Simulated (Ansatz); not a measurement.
# Zr (P6_3/mmc): phonon-mediated transition temperature, part 2 of 2

Each step names its level of theory.

So far, coupling constant λ: step 2 (resistivity: PseudoDojo files) 0.54. Also log mean phonon energy ħω_log (meV): step 2 14.1.

### Step 3. Electron–phonon run: finite displacements

Finite displacements in a supercell are the other road to force constants and couplings; here with the base functional.

This step: DFT PBE, scalar-relativistic, plane waves, PAW (Ansatz 0.2.0).

Input file input.yaml:

```yaml
crystal:
  lattice:
    - [3.2345839725, 0.0, 0.0]
    - [-1.6172919862, 2.8012318909, 0.0]
    - [0.0, 0.0, 5.1640863788]
  atoms:
    - { symbol: Zr, position: [0.3333333333, 0.6666666667, 0.25] }
    - { symbol: Zr, position: [0.6666666667, 0.3333333333, 0.75] }
kpoints:
  mp_grid: { grid: [9, 9, 4] }
hamiltonian:
  xc: pbe
scf:
  occupations: { method: methfessel_paxton, width: 0.2 }
output:
  eigenvalues: true
phonons:
  method: fd
  supercell: [3, 3, 1]
  temperatures: { t_max: 1000, t_step: 50 }
  qpath:
    path:
      - [[0.0, 0.0, 0.0], [0.5, 0.0, 0.0], [0.33333333, 0.33333333, 0.0], [0.0, 0.0, 0.0], [0.0, 0.0, 0.5], [0.5, 0.0, 0.5], [0.33333333, 0.33333333, 0.5], [0.0, 0.0, 0.5]]
      - [[0.5, 0.0, 0.5], [0.5, 0.0, 0.0]]
      - [[0.33333333, 0.33333333, 0.5], [0.33333333, 0.33333333, 0.0]]
    npoints: 10
  electrical_resistivity:
    mesh: [12, 12, 8]
    temperatures: [20.0, 50.0, 80.0, 100.0, 150.0, 200.0, 273.0, 300.0, 400.0, 500.0, 600.0, 800.0]
  superconductivity: { mesh: [12, 12, 8], eliashberg_equations: false }
```

Launch:

```
> ansatz run input.yaml --threads 4 --pin off --max-ram 10240MiB --backend cpu --events-out ev --progress --plain --runs-dir out
```

Numbers of over 12 decimals in the logs are rounded to 6 here.

The log of the run:

```text
[...]
Crystal: 18 atoms, lattice volume = 421.118 Å³
Basis set: ecut = 420 eV, 8249 PW (Γ), exchange–correlation on 144×144×72 points (8 copies of the dense FFT grid, shifted against one another)
Bands: 144, of which v1, the nominal top of the filled ones, is band 108 counted from 1 (107 counted from 0)
Symmetry: 216 space group operations
k-points: 9 of 36
[...]
SCF iter   1: F=—  HF=-75309.130700 eV  |F-HF|=—  |Δ(HF+E_count)|=         —  Δρ=3.73e-8  dr2=3.20e-12  ethr=1.00e-12  ⟨swp⟩=3.0  Hψ=3303  notcnv=0
[...]
SCF iter   2: F=-75309.130700 eV  HF=-75309.130700 eV  |F-HF|=1.46e-11  |Δ(HF+E_count)|=    0.00e0  S|Δr|=    0.00e0  Δρ=2.32e-8  dr2=1.37e-12  ethr=1.00e-12  ⟨swp⟩=5.1  Hψ=2819  notcnv=0
SCF 1 converged in 2 iterations: F = -75309.130700 eV  dr2 = 1.37e-12
[...]
Symmetry: 1 space group operations
k-points: 19 of 36 (time reversal used)
iter 1 solved again at ethr=2.99e-8 eV; its pass at ethr=3.10e-3 eV (dr2=6.46e-5 eV) is discarded
[...]
SCF iter   9: F=-75309.130681 eV  HF=-75309.130681 eV  |F-HF|=0.00e0  |Δ(HF+E_count)|=    0.00e0  S|Δr|=    0.00e0  Δρ=8.16e-9  dr2=5.02e-13  ethr=1.00e-12  ⟨swp⟩=4.9  Hψ=7992  notcnv=0
SCF 2 converged in 9 iterations: F = -75309.130681 eV  dr2 = 5.02e-13
[...]
Crystal: 2 atoms, lattice volume = 46.791 Å³
Basis set: ecut = 420 eV, 941 PW (Γ), exchange–correlation on 48×48×72 points (8 copies of the dense FFT grid, shifted against one another)
Bands: 16, of which v1, the nominal top of the filled ones, is band 12 counted from 1 (11 counted from 0)
Symmetry: 24 space group operations
k-points: 36 of 324
[...]
SCF iter   1: F=—  HF=-8367.681135 eV  |F-HF|=—  |Δ(HF+E_count)|=         —  Δρ=3.21e-3  dr2=1.84e-3  ethr=1.77e-3  ⟨swp⟩=4.6  Hψ=2331  notcnv=0
[...]
SCF iter   7: F=-8367.681189 eV  HF=-8367.681189 eV  |F-HF|=9.09e-12  |Δ(HF+E_count)|=  3.04e-10  S|Δr|=    0.00e0  Δρ=2.53e-7  dr2=2.09e-11  ethr=1.00e-12  ⟨swp⟩=1.9  Hψ=1773  notcnv=0
SCF 3 converged in 7 iterations: F = -8367.681189 eV  dr2 = 2.09e-11
[...]
NSCF: frozen V_eff on 95 k-points
SCF converged after 2 iterations
[...]
Free energy (F): -75309.130700 eV
[...]
Internal energy: -75309.162390 eV  (E = F + TS)
E sigma→0 (E₀):  -75309.138622 eV
Entropy (-TS):   0.031690 eV (1.761 meV/atom)
Fermi energy:    13.930141 eV
[...]
--- Band table (eV; the first three rows and the last of 9) ---
  k-point 0: bands = [... 104 lower, 13.4159, 13.4159, 14.1849, 14.1849, 14.1849, 14.1849, 14.7715, 14.7715, ... 32 higher]
  k-point 1: bands = [... 104 lower, 13.3708, 13.3708, 14.0099, 14.0099, 14.0099, 14.0099, 14.3222, 14.4247, ... 32 higher]
  k-point 2: bands = [... 104 lower, 13.0569, 13.0569, 13.8838, 13.8838, 13.8838, 13.8838, 13.9569, 13.9569, ... 32 higher]
  k-point 8: bands = [... 104 lower, 13.3414, 13.3414, 13.3414, 13.3414, 13.8865, 13.8865, 13.8865, 13.8865, ... 32 higher]
--- Phonons: 1 displaced member + reference (amplitude 0.0025 Å, Σ member SCF iterations 9) ---
  symmetry images taken by strict's conditions (phonons.symmetry_images: auto; settled by the scattering of the electrons by the phonons, which is asked for)
  ASR residual: 3.657e-5 → 0.000e0 eV/Å²; symmetrization residual: 2.397e-6 eV/Å²
  largest component of a force at the reference: 3.2e-18 eV/Å
  ASR residual per site (eV/Å²): 3.66e-5 3.66e-5
  Γ frequencies (cm⁻¹): 0.00 0.00 0.00 76.62 76.62 168.10
[...]
--- Electrical resistivity: potentials and phonons of a 3×3×1 supercell ---
[...]
at the Fermi level of each mesh (of a tensor a third of its trace):
[...]
12×12×8                     0.9784              4.1621    0.5424    0.5577          14.051
          6×6×4                     0.8506              3.9972    0.4998    0.4955          14.139
  resistivity on the deck's mesh, µΩ·cm:
[...]
20.00     5.9074e-2              no     5.4339e-2     5.4339e-2     6.8544e-2       1.0993e-1         7.7184e-2
     50.00      2.0732e0              no      2.0572e0      2.0572e0      2.1051e0        2.6255e0          2.1578e0
     80.00      6.3617e0              no      6.3566e0      6.3566e0      6.3717e0        6.9438e0          6.4080e0
    100.00      9.4222e0              no      9.4234e0      9.4234e0      9.4197e0        9.9254e0          9.4284e0
    150.00      1.6723e1              no      1.6717e1      1.6717e1      1.6735e1        1.7178e1          1.6651e1
    200.00      2.3605e1              no      2.3553e1      2.3553e1      2.3710e1        2.4236e1          2.3475e1
    273.00      3.3282e1              no      3.3082e1      3.3082e1      3.3681e1        3.4559e1          3.3080e1
    300.00      3.6800e1              no      3.6522e1      3.6522e1      3.7355e1        3.8445e1          3.6572e1
    400.00      4.9603e1              no      4.8911e1      4.8911e1      5.0986e1        5.3354e1          4.9282e1
    500.00      6.2173e1              no      6.0885e1      6.0885e1      6.4748e1        6.9136e1          6.1747e1
    600.00      7.4589e1              no      7.2540e1      7.2540e1      7.8688e1        8.5697e1          7.4047e1
    800.00      9.9207e1              no      9.5242e1      9.5242e1      1.0714e2        1.2050e2          9.8392e1
[...]
vibrations of 9 cells: unjudged by the run; compare a larger repeat
[...]
--- Superconductivity: potentials and phonons of a 3×3×1 supercell ---
[...]
mesh         λ    ħω_log (meV)  μ* declared at (meV)
        12×12×8    0.5424          14.051               15.571
          6×6×4    0.4998          14.139               15.561
  λ by the species' shares of the modes' patterns: Zr 0.5424
[...]
0.08      3.416         3.505             -             -             -             -              -
      0.10      2.685         2.749             -             -             -             -              -
      0.12      2.041         2.085             -             -             -             -              -
      0.13      1.753         1.789             -             -             -             -              -
      0.14      1.488         1.518             -             -             -             -              -
      0.16      1.031         1.050             -             -             -             -              -
      0.20      0.399         0.406             -             -             -             -              -
[...]
vibrations of 9 cells: unjudged by the run; compare a larger repeat
[...]
```

Wall time 85 s (4 threads of Intel Xeon Platinum 8259CL at 2.50GHz (Skylake/Cascade Lake), shared host); peak memory 2.1 GiB; 5.2 min of CPU time.

Numbers from this step:

| Property | Result |
| --- | --- |
| volume per atom | 23.40 Å³ |
| zero point energy | 0.04782 eV/cell |
| highest frequency, solved or plainly interpolated | 196.2 cm⁻¹ |
| resistivity at 300 K | 36.8 μΩ cm, mean of the axes |
| coupling constant λ | 0.5424 |
| log mean phonon energy ħω_log | 14.05 meV |
| transport coupling constant λ_tr | 0.5466, 0.5466, 0.5799 (xx, yy, zz) |
| Drude plasma energy | 4.112, 4.112, 4.26 eV (xx, yy, zz) |
| resistivity times mean free path | 14.61, 14.61, 9.794 × 10⁻¹⁶ Ω m² (xx, yy, zz) |
| second-moment phonon energy ħω₂ | 15.57 meV |
| coupling λ by branch | 0.118, 0.0968, 0.0893, 0.106, 0.0697, 0.063 (branches by rank of frequency) |

Transition temperatures:

```tsv
μ*	McMillan Tc (K)	Allen–Dynes Tc (K)
0.08	3.42	3.51
0.1	2.69	2.75
0.12	2.04	2.09
0.13	1.75	1.79
0.14	1.49	1.52
0.16	1.03	1.05
0.2	0.399	0.406
```

### Step 4. Electron–phonon run: r2SCAN at its own relaxed cell

The functional sets the lattice constant, the bands and the force constants.

This step: DFT r2SCAN, scalar-relativistic, plane waves, PAW (Ansatz 0.2.0).

Edit input.yaml of step 3 so:

```diff
@@ -2,5 +2,5 @@
   lattice:
-    - [3.2345839725, 0.0, 0.0]
-    - [-1.6172919862, 2.8012318909, 0.0]
-    - [0.0, 0.0, 5.1640863788]
+    - [3.246311593, 0.0, 0.0]
+    - [-1.6231557965, 2.8113883081, 0.0]
+    - [0.0, 0.0, 5.1497849022]
   atoms:
@@ -11,3 +11,3 @@
 hamiltonian:
-  xc: pbe
+  xc: r2scan
 scf:
@@ -17,4 +17,4 @@
 phonons:
-  method: fd
-  supercell: [3, 3, 1]
+  method: dfpt
+  qmesh: [3, 3, 1]
   temperatures: { t_max: 1000, t_step: 50 }
```

The log of the run:

```text
[...]
Crystal: 2 atoms, lattice volume = 47.000 Å³
Basis set: ecut = 500 eV, 1177 PW (Γ), exchange–correlation on 120×120×200 points (125 copies of the dense FFT grid, shifted against one another)
Bands: 16, of which v1, the nominal top of the filled ones, is band 12 counted from 1 (11 counted from 0)
Symmetry: 24 space group operations
k-points: 95 of 324 (irreducible under 2 space group operations, time reversal used)
[...]
SCF iter   1: F=—  HF=-8390.000157 eV  |F-HF|=—  |Δ(HF+E_count)|=         —  Δρ=7.49e-3  dr2=2.06e-2  dr2_τ=9.87e-3  ethr=1.77e-3  ⟨swp⟩=5.0  Hψ=13938  notcnv=0
[...]
SCF iter   9: F=-8390.060246 eV  HF=-8390.060246 eV  |F-HF|=1.82e-12  |Δ(HF+E_count)|=  7.28e-12  S|Δr|=    0.00e0  Δρ=2.86e-8  dr2=2.52e-13  dr2_τ=1.32e-14  ethr=1.00e-12  ⟨swp⟩=5.0  Hψ=6140  notcnv=0
SCF 1 converged in 9 iterations: F = -8390.060246 eV  dr2 = 2.52e-13
[...]
DFPT response loops at Γ: preconditioner auto → Kerker (q_TF=auto, 2.439 Å⁻¹) (partly filled bands, converged f_vac=0.000); β = 1.00, the filter's whole step (`scf.mixing.beta` (0.50) is not read by the response loops under this deck's `scf.mixing.preconditioner`; to damp them name `kerker` or `kerker_dos`, under which they read `scf.mixing.beta`, and type it under 1.00, their step now; both keys bind the ground state too); Broyden in place of MSR1
[...]
Bands: 20, of which v1, the nominal top of the filled ones, is band 12 counted from 1 (11 counted from 0)
k-points: 36 of 324
SCF iter   1: F=—  HF=-8390.000160 eV  |F-HF|=—  |Δ(HF+E_count)|=         —  Δρ=7.49e-3  dr2=2.06e-2  dr2_τ=9.85e-3  ethr=1.77e-3  ⟨swp⟩=5.0  Hψ=2909  notcnv=0
[...]
SCF iter   9: F=-8390.060246 eV  HF=-8390.060246 eV  |F-HF|=1.82e-12  |Δ(HF+E_count)|=  1.46e-11  S|Δr|=    0.00e0  Δρ=2.77e-8  dr2=2.43e-13  dr2_τ=1.53e-14  ethr=1.00e-12  ⟨swp⟩=2.0  Hψ=1295  notcnv=0
SCF 2 converged in 9 iterations: F = -8390.060246 eV  dr2 = 2.43e-13
[...]
SCF converged after 9 iterations
[...]
Free energy (F): -8390.060246 eV
[...]
Internal energy: -8390.064232 eV  (E = F + TS)
E sigma→0 (E₀):  -8390.061242 eV
Entropy (-TS):   0.003986 eV (1.993 meV/atom)
Fermi energy:    13.881112 eV
Step filling:    the computed levels leave a gap of 0.0000 eV = 0.0 smearing widths at the electron count; against every level under it full and every level over it empty, smearing changes F+E_penalty+E_count by +0.395 meV and its σ→0 estimate by -0.602 meV
[...]
--- Band table (eV; the first three rows and the last of 95) ---
  k-point 0: bands = [... 8 lower, 7.9172, 10.7219, 14.8617, 14.8617, 14.9427, 15.0566, 15.6076, 15.6076, ... 4 higher]
  k-point 1: bands = [... 8 lower, 8.4462, 10.6174, 14.2123, 14.6358, 14.6911, 14.6911, 15.2530, 15.2530, ... 4 higher]
  k-point 2: bands = [... 8 lower, 9.7143, 9.7143, 13.9337, 13.9337, 14.7742, 14.7742, 14.7742, 14.7742, ... 4 higher]
  k-point 94: bands = [... 8 lower, 11.4956, 11.4956, 13.2107, 13.2107, 13.8624, 13.8624, 15.8705, 15.8705, ... 4 higher]
--- Phonons (Γ-DFPT): 2 representative perturbations + reference, on 95 of 324 k-points (Σ response iterations 18) ---
  k mesh reduced under 2 symmetry operations, with k and −k counted as one. Each operation leaves every solved perturbation unchanged. A smaller set is not considered because the functional reads the kinetic-energy density
  ASR residual: 3.415e-4 → 0.000e0 eV/Å²; symmetrization residual: 2.696e-7 eV/Å²
  ASR residual per site (eV/Å²): 3.41e-4 3.41e-4
  Γ frequencies (cm⁻¹): 0.00 0.00 0.00 94.87 94.87 168.54
--- Phonons (arbitrary-q DFPT): 3 irreducible q on the 3×3×1 mesh ---
[...]
interpolated dispersion: 93 rows × 6 modes
[...]
--- Electrical resistivity: potentials and phonons of a 3×3×1 supercell ---
[...]
at the Fermi level of each mesh (of a tensor a third of its trace):
[...]
12×12×8                     0.7392              4.1414    0.4413    0.4492          15.070
          6×6×4                     0.7554              4.0379    0.4479    0.4569          15.034
  resistivity on the deck's mesh, µΩ·cm:
[...]
20.00     3.8769e-2              no     3.6423e-2     3.6423e-2     4.3463e-2       6.8462e-2         5.5436e-2
     50.00      1.5238e0              no      1.4896e0      1.4896e0      1.5922e0        1.9704e0          1.6069e0
     80.00      4.9645e0              no      4.8770e0      4.8770e0      5.1393e0        5.4860e0          5.0138e0
    100.00      7.4958e0              no      7.3752e0      7.3752e0      7.7372e0        7.9639e0          7.5017e0
    150.00      1.3601e1              no      1.3409e1      1.3409e1      1.3984e1        1.4031e1          1.3515e1
    200.00      1.9383e1              no      1.9131e1      1.9131e1      1.9885e1        1.9926e1          1.9224e1
    273.00      2.7574e1              no      2.7243e1      2.7243e1      2.8235e1        2.8453e1          2.7323e1
    300.00      3.0577e1              no      3.0217e1      3.0217e1      3.1296e1        3.1633e1          3.0293e1
    400.00      4.1702e1              no      4.1229e1      4.1229e1      4.2646e1        4.3702e1          4.1294e1
    500.00      5.2930e1              no      5.2326e1      5.2326e1      5.4138e1        5.6447e1          5.2390e1
    600.00      6.4305e1              no      6.3536e1      6.3536e1      6.5844e1        7.0003e1          6.3619e1
    800.00      8.7440e1              no      8.6187e1      8.6187e1      8.9945e1        9.9421e1          8.6411e1
[...]
vibrations of 9 cells: unjudged by the run; compare a larger repeat
[...]
--- Superconductivity: potentials and phonons of a 3×3×1 supercell ---
[...]
mesh         λ    ħω_log (meV)  μ* declared at (meV)
        12×12×8    0.4413          15.070               16.509
          6×6×4    0.4479          15.034               16.392
  λ by the species' shares of the modes' patterns: Zr 0.4413
[...]
0.08      1.760         1.793             -             -             -             -              -
      0.10      1.230         1.251             -             -             -             -              -
      0.12      0.807         0.819             -             -             -             -              -
      0.13      0.634         0.644             -             -             -             -              -
      0.14      0.488         0.495             -             -             -             -              -
      0.16      0.265         0.268             -             -             -             -              -
      0.20      0.047         0.048             -             -             -             -              -
[...]
vibrations of 9 cells: unjudged by the run; compare a larger repeat
[...]
```

Run time: 3.2 min. Hardware: 4 threads; peak memory 1.6 GiB; 12 min of CPU time.

This step gave:

| Item | Value |
| --- | --- |
| volume per atom | 23.50 Å³ |
| zero point energy | 0.05038 eV/cell |
| highest frequency, solved or plainly interpolated | 205.9 cm⁻¹ |
| Debye temperature (second moment) | 261 K |
| resistivity at 300 K | 30.58 μΩ cm, mean of the axes |
| coupling constant λ | 0.4413 |
| density of states at the Fermi level | 0.7392 states/eV a spin and cell |
| log mean phonon energy ħω_log | 15.07 meV |
| transport coupling constant λ_tr | 0.4389, 0.4389, 0.4698 (xx, yy, zz) |
| Drude plasma energy | 4.124, 4.124, 4.176 eV (xx, yy, zz) |
| resistivity times mean free path | 15.59, 15.59, 11.76 × 10⁻¹⁶ Ω m² (xx, yy, zz) |
| second-moment phonon energy ħω₂ | 16.51 meV |
| coupling λ by branch | 0.091, 0.0785, 0.0747, 0.0862, 0.0567, 0.054 (branches by rank of frequency) |

Transition temperatures:

```tsv
μ*	McMillan Tc (K)	Allen–Dynes Tc (K)
0.08	1.76	1.79
0.1	1.23	1.25
0.12	0.807	0.819
0.13	0.634	0.644
0.14	0.488	0.495
0.16	0.265	0.268
0.2	0.0472	0.0477
```

The Eliashberg function α²F by phonon energy; read off at these points:

```tsv
phonon energy (meV)	α²F	α²F tr
1.0	0	0
2.0	4.1e-4	1.5e-4
3.0	0.00237	8.1e-4
4.0	0.00559	0.00212
5.0	0.00931	0.00450
6.0	0.0139	0.00842
7.0	0.0191	0.0140
8.0	0.0265	0.0225
9.0	0.0400	0.0402
10.0	0.0730	0.0794
11.0	0.111	0.114
12.0	0.176	0.158
13.0	0.212	0.193
14.0	0.215	0.214
15.0	0.222	0.268
16.0	0.263	0.363
17.0	0.251	0.303
18.0	0.446	0.459
19.0	0.548	0.548
19.2	0.599	0.562
20.0	0.204	0.216
21.0	0.0867	0.101
22.0	0.149	0.140
22.4	0.221	0.200
23.0	0.181	0.159
24.0	0.143	0.125
25.0	0.0282	0.0294
```

The coupling constant from the curve is λ = 0.44; modes below 16.5 meV give half. Distinct peaks of the Eliashberg function α²F (α²F) stand at 19.2 and 22.4 meV; the one at 19.2 meV is strongest.

### Step 5. Outcome

| Quantity | Value |
| --- | --- |
| meshes | q 3×3×1, k 9×9×4, scattering 12×12×8 |
| coupling constant λ | 0.441 |
| log mean phonon energy ħω_log | 15.1 meV |
| Allen–Dynes Tc at μ* = 0.1 | 1.25 K |
| Allen–Dynes Tc at μ* = 0.13 | 0.644 K |

**Reading.** In the last run (r2SCAN, q 3×3×1, k 9×9×4, scattering 12×12×8), with λ = 0.44 and ħω_log = 15.1 meV, Tc at μ* = 0.13 is 0.63 K by McMillan's formula and 0.64 K by Allen and Dynes's. Allen and Dynes's formula meets the measured 0.55 K at μ* near 0.14. Raising μ* from 0.10 to 0.16 lowers the Allen–Dynes value from 1.2 to 0.27 K. By the run's own test λ is not converged in the fine mesh: it moves by 2 % between the two finest, and by up to 8 % in the other runs. The run's transport test calls it not converged in the mesh; ρ(300 K) moves by 18 % in the component that moves most. λ of these runs moves by 2 to 8 % between their two finest meshes, and Tc by more, so small gaps between the runs or to the measured value rank nothing. These meshes are coarse. Over the runs, λ takes the values 0.54, 0.542 and 0.441, in the order shown. The q mesh has one point along an axis, so branches along it are rough.  μ* is a typed number, phonons are harmonic, and spin fluctuations are left out; at μ* = 0.13 McMillan's formula turns 1 % in λ into about 6.3 % in Tc.

Calculation against experiment:

| quantity | measured | Allen–Dynes, PBE, q 3×3×1, fine 12×12×8, PseudoDojo files | Allen–Dynes, PBE, q 3×3×1, fine 12×12×8, displacements | Allen–Dynes, r2SCAN, q 3×3×1, fine 12×12×8 |
| --- | --- | --- | --- | --- |
| superconducting transition temperature (μ* = 0.13) (kelvin) | 0.55 | 1.76 (+220.0 %) | 1.79 (+225.5 %) | 0.64 (+17.1 %) |

Measured values from Wikipedia's table of superconducting elements, as read in December (2026).

How well it matches: For the superconducting transition temperature, of the levels listed nearest comes Allen–Dynes, r2SCAN, q 3×3×1, fine 12×12×8 (+17.1 %, fair agreement) and farthest Allen–Dynes, PBE, q 3×3×1, fine 12×12×8, displacements (+225.5 %, a clear miss). Limits of convergence are named above.

[Logs are printed without paths, hosts, clocks, repeated set-up lines and the standing remarks that a program may print on its own settings, such as how far it seeks lower states.]

[Hosts, paths, dates, database ids (printed as entryN), source tags and the programs' standing remarks are cut or masked in the printed files.]
